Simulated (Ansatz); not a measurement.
# H on Ni(111): change of the work function, part 4 of 4

Aim: the work function of Ni(111) at several coverages of H (fcc site), and the dipole that each adsorbate carries.

Ansatz 0.2.0; plane-wave DFT, PBE, Ansatz PAW.

So far, work function, upper face (eV): step 2 (the clean slab) 5.07; step 3 (37 atoms, coverage 0.111 ML, cell 3x3) 5.10; step 4 (17 atoms, coverage 0.25 ML, cell 2x2) 5.10.

### Step 5. The covered slab, k-mesh 6×6×1, coverage 0.5 ML

System of this step: Ni8H (H/Ni(111)). The cell holds 18 atoms: 16 Ni and 2 H. Its edges and angles: a = 4.978 Å, b = 4.978 Å, c = 24.758 Å, α = 90.0°, β = 90.0°, γ = 60.0°. Vacuum lies along c.

Another coverage, to see how the dipoles act on each other as their distance changes.

input.yaml

```yaml
crystal:
  lattice:
    - [4.9780317395, 0.0, 0.0]
    - [2.4890158698, 4.3111019473, 0.0]
    - [0.0, 0.0, 24.7584844451]
  atoms:
    - { symbol: Ni, position: [0.0, 0.0, 0.3635117497], spin: 0.7 }
    - { symbol: Ni, position: [0.1666666667, 0.1666666667, 0.4455956491], spin: 0.72 }
    - { symbol: Ni, position: [0.3333333333, 0.3333333333, 0.5274065665], spin: 0.72 }
    - { symbol: Ni, position: [0.0, 0.0, 0.6083961345], spin: 0.7 }
    - { symbol: Ni, position: [0.0, 0.5, 0.3635117497], spin: 0.7 }
    - { symbol: Ni, position: [0.1666666667, 0.6666666667, 0.4455956491], spin: 0.72 }
    - { symbol: Ni, position: [0.3333333333, 0.8333333333, 0.5274065665], spin: 0.72 }
    - { symbol: Ni, position: [0.0, 0.5, 0.6083961345], spin: 0.7 }
    - { symbol: Ni, position: [0.5, 0.0, 0.3635117497], spin: 0.7 }
    - { symbol: Ni, position: [0.6666666667, 0.1666666667, 0.4455956491], spin: 0.72 }
    - { symbol: Ni, position: [0.8333333333, 0.3333333333, 0.5274065665], spin: 0.72 }
    - { symbol: Ni, position: [0.5, 0.0, 0.6083961345], spin: 0.7 }
    - { symbol: Ni, position: [0.5, 0.5, 0.3635117497], spin: 0.7 }
    - { symbol: Ni, position: [0.6666666667, 0.6666666667, 0.4455956491], spin: 0.72 }
    - { symbol: Ni, position: [0.8333333333, 0.8333333333, 0.5274065665], spin: 0.72 }
    - { symbol: Ni, position: [0.5, 0.5, 0.6083961345], spin: 0.7 }
    - { symbol: H, position: [0.1666666667, 0.1666666667, 0.6364882503] }
    - { symbol: H, position: [0.6666666667, 0.1666666667, 0.6364882503] }
magnetization:
  spin_polarized: true
kpoints:
  mp_grid: { grid: [6, 6, 1] }
hamiltonian:
  xc: pbe
scf:
  occupations: { method: fermi_dirac, width: 0.1 }
  convergence: { dr2_threshold: 1.0e-08 }
efield:
  axis: 3
  dipole_correction: true
  ramp_position: 0.97
  ramp_width: 0.06
relax:
  f_tol: 0.02
  max_steps: 60
  constraints: [{ sites: [0, 1, 4, 5, 8, 9, 12, 13] }]
output:
  dos: { projected: true, e_range: [-8, 4] }
  write_potential: true
  write_density: true
  volumetric_format: npy
  elf: true
```

Run with:

```sh
$ ansatz run input.yaml --threads 4 --pin off --max-ram 16384MiB --backend cpu --events-out ev --progress --plain --runs-dir out
```

Output:

```text
[...]
Crystal: 18 atoms, lattice volume = 531.337 Å³
Basis set: ecut = 420 eV, 10361 PW (Γ), exchange–correlation on 72×72×360 points (8 copies of the dense FFT grid, shifted against one another)
Bands: 181, of which v1, the nominal top of the filled ones, is band 145 counted from 1 (144 counted from 0)
[...]
- { symbol: Ni, position: [0.500000, 0.500000, 0.3635117497] }
    - { symbol: Ni, position: [0.666667, 0.6666666667, 0.445596] }
    - { symbol: Ni, position: [0.833396, 0.833209, 0.527833] }
    - { symbol: Ni, position: [0.499823, 0.500354, 0.608700] }
    - { symbol: H, position: [0.169320, 0.161359, 0.645510] }
    - { symbol: H, position: [0.669320, 0.161359, 0.645510] }
[key lines of the parts left out:]
SCF converged after 14 iterations
Magnetization: 9.6179 μB (149.8090 up, 140.1910 down)
Free energy (F): -93463.640480 eV
Fermi energy:    2.646482 eV
Dipole field:    D = -0.001618 V/Å  (p = -0.004752 e·Å, saw-weighted, corrected)
Work function:   Φ+ = 5.1104 eV   Φ− = 5.0703 eV
```

Run time: 9.6 min. Hardware: 4 threads of Arm Neoverse V1, shared host; peak memory 3.5 GiB; 38 min of CPU time.

Step by step:

```csv
step,energy less that of the first step (eV),largest force component (eV/Å)
1,0.0000,0.9672
2,-0.1379,0.5844
3,-0.2135,0.0540
4,-0.2150,0.0183
```

Forces are held to the 4 operations that the program found; a distortion that breaks them can't arise in this run.

The atoms that moved most (Å):

```csv
atom,dx,dy,dz,length
H18,0.000,-0.023,0.223,0.225
H17,0.000,-0.023,0.223,0.225
Ni4,0.000,-0.016,0.049,0.052
Ni12,0.000,-0.016,0.049,0.052
Ni11,0.000,0.000,-0.011,0.011
Ni3,0.000,0.000,-0.011,0.011
Ni7,0.000,-0.001,0.011,0.011
Ni15,0.000,-0.001,0.011,0.011
```

Final coordinates:

```
Ni H
1.0
     4.97803    0.00000    0.00000
     2.48902    4.31110    0.00000
     0.00000    0.00000   24.75848
Ni H
16 2
Cartesian
  0.0000 0.0000 9.0000
  1.2445 0.7185 11.0323
  2.4890 1.4369 13.0465
  0.0000 -0.0165 15.1120
  1.2445 2.1556 9.0000
  2.4890 2.8741 11.0323
  3.7335 3.5920 13.0683
  1.2445 2.1571 15.0705
  2.4890 0.0000 9.0000
  3.7335 0.7185 11.0323
  4.9780 1.4369 13.0465
  2.4890 -0.0165 15.1120
  3.7335 2.1556 9.0000
  4.9780 2.8741 11.0323
  6.2225 3.5920 13.0683
  3.7335 2.1571 15.0705
  1.2445 0.6956 15.9819
  3.7335 0.6956 15.9819
```

The relaxation took 4 steps and lowered the energy by 0.21 eV; the largest force on the free atoms ends at 0.018 eV/Å.

The covered face has 5.11 eV, +0.04 eV against the clean one; the bare back face has moved by -0.01 eV, a measure of how thin the slab is.

### Step 6. The covered slab, k-mesh 12×12×1, coverage 1 ML

System of this step: Ni4H (H/Ni(111)). The cell holds 5 atoms: 4 Ni and 1 H. Cell: a = 2.489 Å, b = 2.489 Å, c = 24.758 Å, α = 90.0°, β = 90.0°, γ = 60.0°. Vacuum lies along c.

Another coverage, to see how the dipoles act on each other as their distance changes.

input.yaml, the sections that differ from step 5:

```yaml
crystal:
  lattice:
    - [2.4890158698, 0.0, 0.0]
    - [1.2445079349, 2.1555509736, 0.0]
    - [0.0, 0.0, 24.7584844451]
  atoms:
    - { symbol: Ni, position: [0.0, 0.0, 0.3635117497], spin: 0.7 }
    - { symbol: Ni, position: [0.3333333333, 0.3333333333, 0.4455956491], spin: 0.72 }
    - { symbol: Ni, position: [0.6666666667, 0.6666666667, 0.5274065665], spin: 0.72 }
    - { symbol: Ni, position: [0.0, 0.0, 0.6083961345], spin: 0.7 }
    - { symbol: H, position: [0.3333333333, 0.3333333333, 0.6364882503] }
kpoints:
  mp_grid: { grid: [12, 12, 1] }
relax:
  f_tol: 0.02
  max_steps: 60
  constraints: [{ sites: [0, 1] }]
output:
  write_potential: true
  write_density: true
  volumetric_format: npy
# magnetization, hamiltonian, scf, efield: as in step 5
```

Output:

```text
[...]
Crystal: 5 atoms, lattice volume = 132.834 Å³
Basis set: ecut = 420 eV, 2501 PW (Γ), exchange–correlation on 36×36×360 points (8 copies of the dense FFT grid, shifted against one another)
Bands: 46, of which v1, the nominal top of the filled ones, is band 37 counted from 1 (36 counted from 0)
[...]
atoms:
    - { symbol: Ni, position: [-1.480297e-17, -1.480297e-17, 0.3635117497] }
    - { symbol: Ni, position: [0.333333, 0.333333, 0.445596] }
    - { symbol: Ni, position: [0.666667, 0.666667, 0.527386] }
    - { symbol: Ni, position: [-1.480297e-17, -1.480297e-17, 0.610984] }
    - { symbol: H, position: [0.333333, 0.333333, 0.645552] }
[key lines of the parts left out:]
SCF converged after 11 iterations
Magnetization: 2.0832 μB (37.5416 up, 35.4584 down)
Free energy (F): -23374.110437 eV
Fermi energy:    2.726349 eV
Dipole field:    D = 0.000078 V/Å  (p = 0.000057 e·Å, saw-weighted, corrected)
Work function:   Φ+ = 5.0636 eV   Φ− = 5.0655 eV
```

The job ended after 39 s (4 threads; peak memory 0.55 GiB).

Relaxation path:

```csv
step,energy less that of the first step (eV),largest force component (eV/Å)
1,0.0000,0.8417
2,-0.0536,0.5081
3,-0.0813,0.0573
4,-0.0816,0.0123
```

Forces are held to the 6 operations that the program found; a distortion that breaks them can't arise in this run.

The atoms that moved most (Å):

```csv
atom,dx,dy,dz,length
H5,0.000,0.000,0.224,0.224
Ni4,0.000,0.000,0.064,0.064
```

The relaxed structure:

```
Ni H
1.0
     2.48902    0.00000    0.00000
     1.24451    2.15555    0.00000
     0.00000    0.00000   24.75848
Ni H
4 1
Direct
  0.00000 0.00000 0.36351
  0.33333 0.33333 0.44560
  0.66667 0.66667 0.52739
  0.00000 0.00000 0.61098
  0.33333 0.33333 0.64555
```

Running mean over 2.032 Å of the planar mean; the ramp of the sawtooth is left out. The electron's electrostatic potential energy less the Fermi level by z:

```csv
z (Å),electron's electrostatic potential energy less the Fermi level (eV)
3.5,5.07
4.0,5.07
4.5,5.06
5.0,5.06
5.5,5.05
6.0,5.01
6.5,4.88
7.0,4.38
7.5,2.23
8.0,-3.20
8.5,-8.39
9.0,-10.1
9.5,-10.3
10.0,-10.3
10.5,-10.3
11.0,-10.4
11.5,-10.4
12.0,-10.4
12.5,-10.4
13.0,-10.3
13.5,-10.1
14.0,-9.87
14.5,-10.1
15.0,-11.0
15.5,-10.6
16.0,-6.32
16.5,-0.346
17.0,3.28
17.5,4.68
18.0,4.98
18.5,5.05
19.0,5.06
19.5,5.06
20.0,5.06
20.5,5.06
21.0,5.06
21.5,5.06
```

The relaxation took 4 steps and lowered the energy by 0.082 eV; the largest force on the free atoms ends at 0.012 eV/Å.

The covered face has 5.06 eV, -0.01 eV against the clean one; the bare back face has moved by -0.02 eV, a measure of how thin the slab is.

### Step 7. Work function against coverage

This step: plane-wave DFT, PBE, Ansatz PAW; work function against coverage (Ansatz 0.2.0).

The runs are now put side by side.

This step gave:

* work function of the clean face: 5.072 eV
* largest change of the work function: 0.03834 eV

The work function of the covered face by coverage:

```csv
coverage (adsorbates/nm²),work function of the covered face (eV)
0.00,5.07
2.07,5.10
4.66,5.10
9.32,5.11
18.64,5.06
```

The dipole per adsorbate comes from the change of the cell's dipole. Coverage, by row:

```csv
coverage (1/nm²),coverage (ML),work function (eV),change (eV),"dipole per adsorbate, positive end outwards (debye)",mean height of the added atoms over the highest substrate atom (Å)
2.071,0.1111,5.095,0.023,-0.037,0.9048
4.66,0.25,5.101,0.02857,-0.02,0.9013
9.319,0.5,5.11,0.03834,-0.014,0.8699
18.64,1,5.064,-0.008466,-0.001,0.8558
```

### Step 8. Results

* work function of the clean face: 5.07 eV
* work function at 0.11 ML: 5.10 eV
* work function at 0.25 ML: 5.10 eV
* work function at 0.5 ML: 5.11 eV
* work function at 1 ML: 5.06 eV
* dipole per adsorbate at 0.11 ML, positive end outwards: -0.04 D

**Reading.** H changes the work function of Ni(111) by less than 0.15 eV at every coverage run, which is within the error of so thin a slab. The slab has 4 layers, at the tabulated experimental lattice constant, one starting site was run, and quantum-size effects of a slab this thin can reach one or two tenths of an eV. The magnetic order is the one reached from the typed start; other orders were not compared.

[Long decimals in the printed logs are rounded to 6 places.]

[Logs are printed without paths, hosts, clocks, repeated set-up lines and the standing remarks that a program may print on its own settings, such as how far it seeks lower states.]

[Hosts, paths, dates, database ids (printed as entryN), source tags and the programs' standing remarks are cut or masked in the printed files.]

[Maps of the electrostatic potential energy from Ansatz leave out the sawtooth potential of an applied field or a dipole correction, so their vacuum need not be flat; planar profiles and work functions include it.]
